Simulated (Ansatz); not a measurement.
## A hypothetical structure for Cu5Si

Starting from a made-up structure for Cu5Si, the aim is the relaxed cell, its shortest contacts and, where a second run follows, its electronic structure.

Program: Ansatz 0.2.0. Level of theory: DFT, PBE, plane-wave PAW, files of the set soft_1, scalar-relativistic, ferromagnetic start, cell and ions relaxed at zero pressure; PAW set soft_1, in the first sound run; inputs show where later runs differ. Results are calculated unless marked as measured.

## (1) Starting point

Symmetry: R32, No. 155, trigonal system. The conventional cell has a = 4.389 Å, b = 4.389 Å, c = 12.572 Å, α = 90.00°, β = 90.00°, γ = 120.00°. Cu has 10 Cu at 2.45 to 2.58 Å and 2 Si at 2.57 Å nearest. Nearest to Cu lie 9 Cu at 2.52 to 2.58 Å and 3 Si at 2.53 Å. Si has 12 Cu at 2.53 to 2.57 Å nearest. Farther neighbours are not listed.

As a file:

```cif
data_structure
_symmetry_space_group_name_H-M 'R32:H'
_symmetry_Int_Tables_number 155
_cell_length_a 4.3890
_cell_length_b 4.3890
_cell_length_c 12.5720
_cell_angle_alpha 90.000
_cell_angle_beta 90.000
_cell_angle_gamma 120.000
_cell_volume 209.73
loop_
_atom_site_label
_atom_site_type_symbol
_atom_site_symmetry_multiplicity
_atom_site_Wyckoff_symbol
_atom_site_fract_x
_atom_site_fract_y
_atom_site_fract_z
_atom_site_occupancy
Cu1 Cu 9 e 0.01068 0.66667 0.16667 1
Cu2 Cu 6 c 0.33333 0.66667 0.00060 1
Si1 Si 3 a 0.00000 0.00000 0.00000 1
```

## (2) Relaxing cell and atoms

The guessed cell has no reason to be at equilibrium. It is relaxed with the atoms, within the space group of the guess.

The input, input.yaml:

```yaml
crystal:
  lattice:
    - [2.1945, 1.266995166, 4.190666667]
    - [-2.1945, 1.266995166, 4.190666667]
    - [0.0, -2.533990331, 4.190666667]
  atoms:
    - { symbol: Cu, position: [0.17735, 0.82265, 0.5], spin: 0.6 }
    - { symbol: Cu, position: [0.82265, 0.5, 0.17735], spin: 0.6 }
    - { symbol: Cu, position: [0.5, 0.17735, 0.82265], spin: 0.6 }
    - { symbol: Cu, position: [0.333933333, 0.333933333, 0.333933333], spin: 0.6 }
    - { symbol: Cu, position: [0.666066667, 0.666066667, 0.666066667], spin: 0.6 }
    - { symbol: Si, position: [0.0, 0.0, 0.0] }
magnetization:
  spin_polarized: true
kpoints:
  mp_grid: { grid: [7, 7, 7] }
scf:
  occupations: { method: fermi_dirac, width: 0.05 }
hamiltonian:
  xc: pbe
  pseudopotentials: { kind: paw, azcp: { folder: soft_1 } }
relax:
  f_tol: 0.015
  max_steps: 70
  cell: {}
output:
  forces: true
  stress: true
```

Launch:

```console
> ansatz run input.yaml --threads 4 --pin off --max-ram 10240MiB --backend cpu --events-out ev --progress --plain --runs-dir out
```

Numbers of over 12 decimals in the logs are rounded to 6 here.

Log:

```text
Engine: ansatz 0.2.0, aarch64-unknown-linux-gnu
Pseudopotentials: kind: paw
Pseudopotential: Cu, paw, valence charge 19, recommended cutoff 420 eV (normal), soft_1/Cu.paw.azcp
Pseudopotential: Si, paw, valence charge 4, recommended cutoff 420 eV (normal), soft_1/Si.paw.azcp
Functional definition: PBE
  parameter kappa = 0.804
  parameter beta = 0.066725
  exchange = pbe_x(kappa = kappa, mu = beta*pi^2/3)
  correlation = pbe_c(beta = beta)
Crystal: 6 atoms, lattice volume = 69.911 Å³
Basis set: ecut = 420 eV, 1389 PW (Γ), exchange–correlation on 72×72×72 points (8 copies of the dense FFT grid, shifted against one another)
Bands: 62, of which v1, the nominal top of the filled ones, is band 50 counted from 1 (49 counted from 0)
Symmetry: 6 space group operations
Space group: R32 (ITA 155), of the structure as read, at distance tolerance 4.1e-5 Å
Magnetic group: BNS 155.45 (UNI 1275), of the structure as read, at distance tolerance 4.1e-5 Å
k-points: 44 of 343 (time reversal used)
Non-local potential: Cu, projectors of the file, l = 0: 3, l = 1: 2, l = 2: 3, l = 3: 1
Non-local potential: Si, projectors of the file, l = 0: 2, l = 1: 2, l = 2: 1
PAW form: soft (Blöchl's): semilocal exchange-correlation on the pseudo side does not see the compensation charge
PAW one-centre angular grid: Cu, 590 points (default); XC on 64 Gauss nodes
PAW one-centre angular grid: Si, 110 points (default); XC on 64 Gauss nodes
Initial density: superposition of atomic densities (chi_scale 0.1, normalization cell)
Starting moments: Σ|m| = 3 μB on 5 of 6 sites
Initial wavefunctions: pseudopotential atomic-orbital guess
Functional: x = pbe(κ = 0.804, μ = 0.219515), c = pbe(β = 0.066725)
SCF iter   1: F=—  HF=-33767.622369 eV  |F-HF|=—  |Δ(HF+E_count)|=         —  Δρ=2.01e-1 (↑2.01e-1 ↓8.73e-2)  dr2=3.65e1  dr2_m=2.32e0  M=0.646 μB ∫|m|=0.792 μB  β_m=0.30  ethr=3.10e-3  ⟨swp⟩=5.5  Hψ=18917  notcnv=0  defer=42
preconditioner: auto → Kerker (q_TF=auto, 2.891 Å⁻¹)  [metal: Δε(μ)=0.012 eV  Ē_g=9.376 eV  σ=0.050 eV  W_gap=0.06  n_scr=26 (ndim 8)  ℏωp=34.1 eV  f_vac=0.000  D(μ)=3.02/eV (n_scr^D=20)]
spin=Collinear: Kerker preconditioning applied to the charge; magnetization (m = ρ↑ − ρ↓) channel mixes plain (no charge-response kernel on spin).
SCF iter   2: F=—  HF=-33762.934866 eV  |F-HF|=—  |Δ(HF+E_count)|=    4.69e0  Δρ=7.24e-2 (↑7.24e-2 ↓4.09e-2)  dr2=1.68e0  dr2_m=1.83e0  M=0.319 μB ∫|m|=0.425 μB  β_m=0.30  ethr=3.10e-3  ⟨swp⟩=2.1  Hψ=11403  notcnv=0  defer=395
SCF iter   3: F=—  HF=-33762.284208 eV  |F-HF|=—  |Δ(HF+E_count)|=   6.51e-1  Δρ=6.22e-2 (↑6.22e-2 ↓2.46e-2)  dr2=1.62e0  dr2_m=1.03e0  M=0.244 μB ∫|m|=0.340 μB  β_m=0.30  ethr=1.70e-3  ⟨swp⟩=3.0  Hψ=9276  notcnv=0  defer=435
SCF iter   4: F=—  HF=-33761.725166 eV  |F-HF|=—  |Δ(HF+E_count)|=   5.59e-1  Δρ=5.48e-2 (↑1.14e-2 ↓5.48e-2)  dr2=7.70e-1  dr2_m=6.39e-1  M=0.142 μB ∫|m|=0.224 μB  β_m=0.30  ethr=1.63e-3  ⟨swp⟩=2.1  Hψ=8193  notcnv=0  defer=435
SCF iter   5: F=—  HF=-33761.954081 eV  |F-HF|=—  |Δ(HF+E_count)|=   2.29e-1  Δρ=4.55e-2 (↑6.33e-3 ↓4.55e-2)  dr2=7.45e-1  dr2_m=3.59e-1  M=0.104 μB ∫|m|=0.171 μB  β_m=0.30  ethr=7.78e-4  ⟨swp⟩=1.9  Hψ=6765  notcnv=0  defer=438
SCF iter   6: F=—  HF=-33761.950791 eV  |F-HF|=—  |Δ(HF+E_count)|=   3.29e-3  Δρ=2.70e-2 (↑8.71e-3 ↓2.70e-2)  dr2=1.48e-1  dr2_m=1.99e-1  M=0.080 μB ∫|m|=0.136 μB  β_m=0.30  ethr=7.53e-4  ⟨swp⟩=2.0  Hψ=5636  notcnv=0  defer=440
Mixer restart at iter 6: flushing history
spin-set hold released at iteration 6 (site moments contracting): the magnetisation degrees of freedom join the quasi-Newton model from the next iteration; the mixer history was flushed
SCF iter   7: F=—  HF=-33761.945251 eV  |F-HF|=—  |Δ(HF+E_count)|=   5.54e-3  Δρ=1.87e-2 (↑7.93e-3 ↓1.87e-2)  dr2=5.60e-2  dr2_m=1.12e-1  M=0.060 μB ∫|m|=0.107 μB  β_m=0.65  ethr=1.50e-4  ⟨swp⟩=1.1  Hψ=5108  notcnv=0  defer=451
SCF iter   8: F=—  HF=-33761.945847 eV  |F-HF|=—  |Δ(HF+E_count)|=   5.96e-4  Δρ=5.82e-3 (↑3.40e-3 ↓5.82e-3)  dr2=3.54e-2  dr2_m=1.11e-3  M=0.004 μB ∫|m|=0.019 μB  β_m=0.49  ethr=5.66e-5  ⟨swp⟩=2.0  Hψ=9461  notcnv=0  defer=451
SCF iter   9: F=—  HF=-33761.931576 eV  |F-HF|=—  |Δ(HF+E_count)|=   1.43e-2  Δρ=2.15e-3 (↑2.15e-3 ↓5.99e-4)  dr2=1.24e-3  dr2_m=6.00e-4  M=0.002 μB ∫|m|=0.015 μB  β_m=0.75  ethr=3.57e-5  ⟨swp⟩=2.0  Hψ=9603  notcnv=0  defer=449
SCF iter  10: F=—  HF=-33761.934735 eV  |F-HF|=—  |Δ(HF+E_count)|=   3.16e-3  Δρ=1.53e-3 (↑1.53e-3 ↓9.76e-4)  dr2=2.17e-3  dr2_m=1.81e-4  M=0.002 μB ∫|m|=0.007 μB  β_m=0.87  ethr=1.26e-6  ⟨swp⟩=2.0  Hψ=9457  notcnv=0  defer=449
SCF iter  11: F=—  HF=-33761.936278 eV  |F-HF|=—  |Δ(HF+E_count)|=   1.54e-3  Δρ=2.59e-3 (↑2.49e-3 ↓2.59e-3)  dr2=1.08e-2  dr2_m=1.86e-5  M=0.001 μB ∫|m|=0.002 μB  β_m=0.60  ethr=1.26e-6  ⟨swp⟩=2.0  Hψ=9440  notcnv=0  defer=449  recentre
SCF iter  12: F=—  HF=-33761.934245 eV  |F-HF|=—  |Δ(HF+E_count)|=   2.03e-3  Δρ=1.81e-4 (↑1.23e-4 ↓1.81e-4)  dr2=1.36e-5  dr2_m=1.80e-6  M=0.000 μB ∫|m|=0.001 μB  β_m=0.71  ethr=1.26e-6  ⟨swp⟩=2.0  Hψ=9484  notcnv=0  defer=452
SCF iter  13: F=—  HF=-33761.934340 eV  |F-HF|=—  |Δ(HF+E_count)|=   9.42e-5  Δρ=1.79e-5 (↑1.21e-5 ↓1.79e-5)  dr2=2.93e-7  dr2_m=8.89e-8  M=-0.000 μB ∫|m|=0.001 μB  β_m=0.85  ethr=1.37e-8  ⟨swp⟩=2.0  Hψ=9515  notcnv=0  defer=452
SCF iter  14: F=—  HF=-33761.934341 eV  |F-HF|=—  |Δ(HF+E_count)|=   8.81e-7  Δρ=5.36e-6 (↑5.36e-6 ↓5.03e-6)  dr2=3.80e-8  dr2_m=2.23e-9  M=-0.000 μB ∫|m|=0.000 μB  β_m=0.93  ethr=1.01e-10  ⟨swp⟩=3.9  Hψ=15323  notcnv=0
SCF iter  15: F=-33761.934341 eV  HF=-33761.934341 eV  |F-HF|=1.14e-9  |Δ(HF+E_count)|=   3.07e-9  Δρ=8.65e-7 (↑8.65e-7 ↓7.43e-7)  dr2=2.09e-9  dr2_m=2.88e-11  M=-0.000 μB ∫|m|=0.000 μB  ethr=3.84e-11  ⟨swp⟩=3.0  Hψ=12629  notcnv=0
WARN: the starting moments were not kept: the SCF closed with an absolute magnetisation of 7.4e-6 μB, where they sum to 3 μB in size (5 sites). That is at most 0.1 of that sum. Measured as dr2_m measures the in/out step, that magnetisation stands 4.8e-12 eV from none, at or under the dr2_threshold of 1.0e-7 eV: it is no larger than a step whose dr2_m would equal this threshold. The system may hold no moment; this SCF [...]
SCF 1 converged in 15 iterations: F = -33761.934341 eV  dr2 = 2.09e-9
  greatest PAW one-centre occupation: 1.000 electrons in one spin orbital (limit 2), on the Cu atom at site 2 (counted from 0), in its partial waves of l = 0
[...]
relax step   3: F+E_penalty+E_count = -33762.01995866 eV  Δ(F+E_penalty+E_count) = -3.339e-2 eV  max|allowed force component| = 1.113e-1 eV/Å  Δτ_max = 0.0312 Å  P = +0.125 GPa  Ω = 71.841 Å³  energy of the carried Pulay correction = -1.291e-3 eV  (8 SCF iters, dr2 threshold 6.00e-7 eV, accepted)
[...]
relax step   4: F+E_penalty+E_count = -33762.02280915 eV  Δ(F+E_penalty+E_count) = -2.850e-3 eV  max|allowed force component| = 3.033e-2 eV/Å  Δτ_max = 0.0113 Å  P = +0.087 GPa  Ω = 71.858 Å³  energy of the carried Pulay correction = -1.302e-3 eV  (7 SCF iters, dr2 threshold 6.00e-7 eV, accepted)
[...]
relax step   5: F+E_penalty+E_count = -33762.02299344 eV  Δ(F+E_penalty+E_count) = -1.843e-4 eV  max|allowed force component| = 1.438e-3 eV/Å  Δτ_max = 0.0044 Å  P = -0.000 GPa  Ω = 71.904 Å³  energy of the carried Pulay correction = -1.333e-3 eV  (8 SCF iters, dr2 threshold 5.75e-8 eV, accepted)
Initial wavefunctions: pseudopotential atomic-orbital guess (no wavefunctions were taken with the density)
iter 1 solved again at ethr=1.48e-7 eV; its pass at ethr=3.10e-3 eV (dr2=1.46e-4 eV) is discarded
SCF iter   1: F=—  HF=-33762.021382 eV  |F-HF|=—  |Δ(HF+E_count)|=         —  Δρ=6.23e-4 (↑6.23e-4 ↓6.23e-4)  dr2=2.38e-5  dr2_m=5.54e-12  M=0.000 μB ∫|m|=0.000 μB  β_m=0.30  ethr=1.48e-7  ⟨swp⟩=3.0  Hψ=32348  notcnv=0
preconditioner: auto → Kerker (q_TF=auto, 2.878 Å⁻¹)  [metal: Δε(μ)=0.034 eV  Ē_g=10.325 eV  σ=0.050 eV  W_gap=0.17  n_scr=26 (ndim 8)  ℏωp=33.6 eV  f_vac=0.000  D(μ)=2.43/eV (n_scr^D=14)]
spin=Collinear: Kerker preconditioning applied to the charge; magnetization (m = ρ↑ − ρ↓) channel mixes plain (no charge-response kernel on spin).
SCF iter   2: F=—  HF=-33762.022811 eV  |F-HF|=—  |Δ(HF+E_count)|=   1.43e-3  Δρ=4.43e-4 (↑4.43e-4 ↓4.43e-4)  dr2=1.64e-5  dr2_m=2.77e-12  M=0.000 μB ∫|m|=0.000 μB  β_m=0.59  ethr=2.41e-8  ⟨swp⟩=1.0  Hψ=5456  notcnv=0
SCF iter   3: F=—  HF=-33762.024175 eV  |F-HF|=—  |Δ(HF+E_count)|=   1.36e-3  Δρ=1.04e-4 (↑1.04e-4 ↓1.04e-4)  dr2=6.29e-6  dr2_m=1.10e-13  M=0.000 μB ∫|m|=0.000 μB  β_m=0.49  ethr=1.65e-8  ⟨swp⟩=2.0  Hψ=7856  notcnv=0
SCF iter   4: F=—  HF=-33762.024200 eV  |F-HF|=—  |Δ(HF+E_count)|=   2.44e-5  Δρ=2.01e-5 (↑2.01e-5 ↓2.01e-5)  dr2=1.05e-7  dr2_m=9.20e-15  M=0.000 μB ∫|m|=0.000 μB  β_m=0.56  ethr=6.35e-9  ⟨swp⟩=2.2  Hψ=9165  notcnv=0
SCF iter   5: F=—  HF=-33762.024202 eV  |F-HF|=—  |Δ(HF+E_count)|=   2.75e-6  Δρ=4.76e-6 (↑4.76e-6 ↓4.76e-6)  dr2=1.41e-8  dr2_m=1.09e-15  M=0.000 μB ∫|m|=0.000 μB  β_m=0.78  ethr=1.06e-10  ⟨swp⟩=2.1  Hψ=7969  notcnv=0
SCF iter   6: F=—  HF=-33762.024202 eV  |F-HF|=—  |Δ(HF+E_count)|=   2.78e-8  Δρ=5.43e-6 (↑5.43e-6 ↓5.42e-6)  dr2=3.61e-8  dr2_m=3.51e-16  M=0.000 μB ∫|m|=0.000 μB  β_m=0.89  ethr=1.42e-11  ⟨swp⟩=2.0  Hψ=9628  notcnv=0
SCF iter   7: F=—  HF=-33762.024202 eV  |F-HF|=—  |Δ(HF+E_count)|=   3.93e-8  Δρ=5.17e-6 (↑5.17e-6 ↓5.17e-6)  dr2=4.39e-8  dr2_m=2.50e-16  M=0.000 μB ∫|m|=0.000 μB  β_m=0.78  ethr=1.42e-11  ⟨swp⟩=2.0  Hψ=9810  notcnv=0
SCF iter   8: F=—  HF=-33762.024202 eV  |F-HF|=—  |Δ(HF+E_count)|=   1.77e-9  Δρ=1.64e-6 (↑1.64e-6 ↓1.64e-6)  dr2=4.46e-9  dr2_m=6.36e-17  M=0.000 μB ∫|m|=0.000 μB  β_m=0.89  ethr=1.42e-11  ⟨swp⟩=2.0  Hψ=7656  notcnv=0
SCF iter   9: F=—  HF=-33762.024207 eV  |F-HF|=—  |Δ(HF+E_count)|=   4.37e-6  Δρ=2.97e-7 (↑2.96e-7 ↓2.97e-7)  dr2=1.45e-10  dr2_m=1.38e-18  M=0.000 μB ∫|m|=0.000 μB  β_m=0.85  ethr=4.51e-12  ⟨swp⟩=2.6  Hψ=7964  notcnv=0
SCF iter  10: F=-33762.024207 eV  HF=-33762.024207 eV  |F-HF|=0.00e0  |Δ(HF+E_count)|=  7.28e-12  Δρ=2.10e-8 (↑2.10e-8 ↓2.10e-8)  dr2=7.47e-13  dr2_m=6.09e-20  M=0.000 μB ∫|m|=0.000 μB  ethr=1.00e-12  ⟨swp⟩=3.0  Hψ=14508  notcnv=0
the starting moments were not kept: the SCF closed with an absolute magnetisation of 2.4e-10 μB, where they sum to 3 μB in size (5 sites). That is at most 0.1 of that sum. Measured as dr2_m measures the in/out step, that magnetisation stands 0 eV from none, at or under the dr2_threshold of 6.0e-11 eV: it is no larger than a step whose dr2_m would equal this threshold.
SCF 6 converged in 10 iterations: F = -33762.024207 eV  dr2 = 7.47e-13
  greatest PAW one-centre occupation: 1.000 electrons in one spin orbital (limit 2), on the Cu atom at site 4 (counted from 0), in its partial waves of l = 0
relax step   6: F+E_penalty+E_count = -33762.02420678 eV  Δ(F+E_penalty+E_count) = -1.213e-3 eV  max|allowed force component| = 1.394e-3 eV/Å  Δτ_max = 0.0000 Å  P = -0.018 GPa  Ω = 71.904 Å³  stress off target by 3.76e-2 GPa  SCF on the basis re-selected at this cell (its energy is not comparable with the rows above)  (10 SCF iters)
basis re-selected at this cell: Δ(F+E_penalty+E_count) = -1.213e-3 eV, ΔP = -0.018 GPa vs the last step (what re-selecting the basis moved, of the pressure what is left beyond the Pulay correction that the steps carried, after the strain that the cell walked since its last selection, with what the two solves' SCF thresholds leave and, on support functions, any second-order correction that the steps lacked; it is no m [...]
SCF converged after 10 iterations
Magnetization: 0.0000 μB (49.5000 up, 49.5000 down)
Absolute magnetization: 0.0000 μB (∫|ρ↑−ρ↓|, with the PAW one-centre terms)
Spin contamination: 0.0000 ħ² per cell (⟨S²⟩ above its minimum at these occupations)
Per-site moments (μB) at R_I (Å): [(-1.1765672380338162e-13, 1.052443), (-1.1827050794208026e-13, 1.052443), (-1.1827787752779374e-13, 1.052443), (-3.791775645203773e-12, 1.058567), (-3.7920915700579686e-12, 1.058567), (-1.6292307222895132e-12, 1.058563)]
Free energy (F): -33762.024207 eV
Harris-Foulkes:  -33762.024207 eV  (|F-HF|=0.00e0)
Internal energy: -33762.004301 eV  (E = F + TS)
E sigma→0 (E₀):  -33762.014254 eV
Entropy (-TS):   -0.019905 eV (-3.318 meV/atom)
Fermi energy:    15.872843 eV
--- Per-component energies (eV) ---
  E_band       = -1878.068952
  E_kinetic    = 1349.668592
  E_local      = -24426.633470  (includes V_loc(G=0)·N_el)
  E_nonlocal   = 4465.325625
  E_hartree    = 10463.364950
  E_xc         = -403.040006
  E_vxc        = -495.512753  (∫ρ·V_xc dr)
  E_paw        = -9580.716623  (= ΣΔE_a)
  E_vpaw       = -3697.651245  (= ΣTr[D̂ρ^β])
  E_aug_tail   = 0.004334  (compensation charges beyond the density's cutoff)
  E_ewald      = -15629.977702
  E_smearing   = -0.019905  (= −TS)
  E_closure    = -0.000000  (closes the sum)
  Σ components = -33762.024207   (vs F -33762.024207, Δ=0.00e0)
--- Forces (eV/Å), atoms counted from 1 ---
  atom   1  Cu     0.00033735     0.00000000     0.00000000
  atom   2  Cu    -0.00016868    -0.00029216     0.00000000
  atom   3  Cu    -0.00016868     0.00029216    -0.00000000
  atom   4  Cu    -0.00000000    -0.00000000    -0.00139390
  atom   5  Cu     0.00000000     0.00000000     0.00139390
  atom   6  Si     0.00000000    -0.00000000     0.00000000
  max |Σ_I F_I| component: 3.94e-17 eV/Å
--- Stress (GPa, compression-positive) ---
       -0.008475      -0.000000      -0.000000
       -0.000000      -0.008475      -0.000000
       -0.000000      -0.000000      -0.037634
  P = ⅓ Tr σ = -0.0182 GPa (-0.182 kbar)
--- Relaxed structure (5 steps of the walk, 5 accepted, 1 SCFs on fresh bases) ---
  F+E_penalty+E_count = -33762.02420678 eV   max|allowed force component| = 1.394e-3 eV/Å   (the final SCF, on the basis selected at the relaxed cell)
  cell:  # Å, volume = 71.9041 Å³
    - [2.222383, 1.283093, 4.202669]
    - [-2.222383, 1.283093, 4.202669]
    - [3.6061403545184574e-18, -2.566186, 4.202669]
  atoms:
    - { symbol: Cu, position: [0.162785, 0.837215, 0.500000] }
    - { symbol: Cu, position: [0.837215, 0.500000, 0.162785] }
    - { symbol: Cu, position: [0.5, 0.162785, 0.837215] }
    - { symbol: Cu, position: [0.334405, 0.334405, 0.334405] }
    - { symbol: Cu, position: [0.665595, 0.665595, 0.665595] }
    - { symbol: Si, position: [1.2730638140003395e-19, -2.679370626704084e-19, 1.578785681945602e-19] }
```

The job ended after 57 s (4 threads of Arm Neoverse V2, shared host; peak memory 0.62 GiB).

Step by step:

```csv
step,energy less that of the first step (eV),largest force component (eV/Å),pressure (GPa),volume (Å³)
1,0.0000,0.7188,4.80,69.91
2,-0.0522,0.4631,2.28,70.91
3,-0.0856,0.1113,0.12,71.84
4,-0.0885,0.0303,0.09,71.86
5,-0.0887,0.0014,0.00,71.90
6*,-0.0899,0.0014,-0.02,71.90
```

Relaxation steps marked * repeat the geometry before them on a plane-wave basis chosen anew for their cell, so energy and pressure can jump there.

The run keeps the 6 symmetry operations that it works with, so distortions that break them were not tested.

```csv
"conventional cell, symmetrised",before,after,change
a (Å),4.389,4.445,+1.3 %
b (Å),4.389,4.445,+1.3 %
c (Å),12.572,12.608,+0.3 %
volume (Å³/atom),11.65,11.98,+2.9 %
```

The atoms that moved most (Å, as changes of fractional coordinates times the final cell):

```csv
atom,dx,dy,dz,length
Cu2,0.032,0.056,0.000,0.065
Cu3,0.032,-0.056,0.000,0.065
Cu1,-0.065,0.000,0.000,0.065
Cu4,0.000,0.000,0.006,0.006
Cu5,0.000,0.000,-0.006,0.006
```

The relaxed structure:

```cif
data_structure
_symmetry_space_group_name_H-M 'P 1'
_symmetry_Int_Tables_number 1
_cell_length_a 4.9242
_cell_length_b 4.9242
_cell_length_c 4.9242
_cell_angle_alpha 53.657
_cell_angle_beta 53.657
_cell_angle_gamma 53.657
_cell_volume 71.90
loop_
_atom_site_label
_atom_site_type_symbol
_atom_site_fract_x
_atom_site_fract_y
_atom_site_fract_z
_atom_site_occupancy
Cu1 Cu 0.16279 0.83721 0.50000 1
Cu2 Cu 0.83721 0.50000 0.16279 1
Cu3 Cu 0.50000 0.16279 0.83721 1
Cu4 Cu 0.33440 0.33440 0.33440 1
Cu5 Cu 0.66560 0.66560 0.66560 1
Si6 Si 0.00000 0.00000 0.00000 1
```

Numbers from this step:

| Quantity | Value |
| --- | --- |
| free energy | -33762.0242 eV |
| energy at zero smearing | -33762.0143 eV |
| smearing term TS | 0.01991 eV |
| Fermi energy | 15.87 eV |
| electrons | 99 |
| symmetry operations | 6 |
| pressure | -0.01819 GPa |

The shortest distance of each pair, which need not be the same contact before and after:

```csv
pair,guess (Å),relaxed (Å)
Cu–Cu,2.453,2.551
Cu–Si,2.534,2.566
Si–Si,4.389,4.445
```

The relaxation ends with a largest force component of 0.0014 eV/Å and a pressure of -0.02 GPa. No moment survives the cycle: this start ends non-magnetic.

[end of part 1 of 2]

[Logs are printed without paths, hosts, clocks, repeated set-up lines and the standing remarks that a program may print on its own settings, such as how far it seeks lower states.]

[Hosts, paths, dates, database ids (printed as entryN), source tags and the programs' standing remarks are cut or masked in the printed files.]
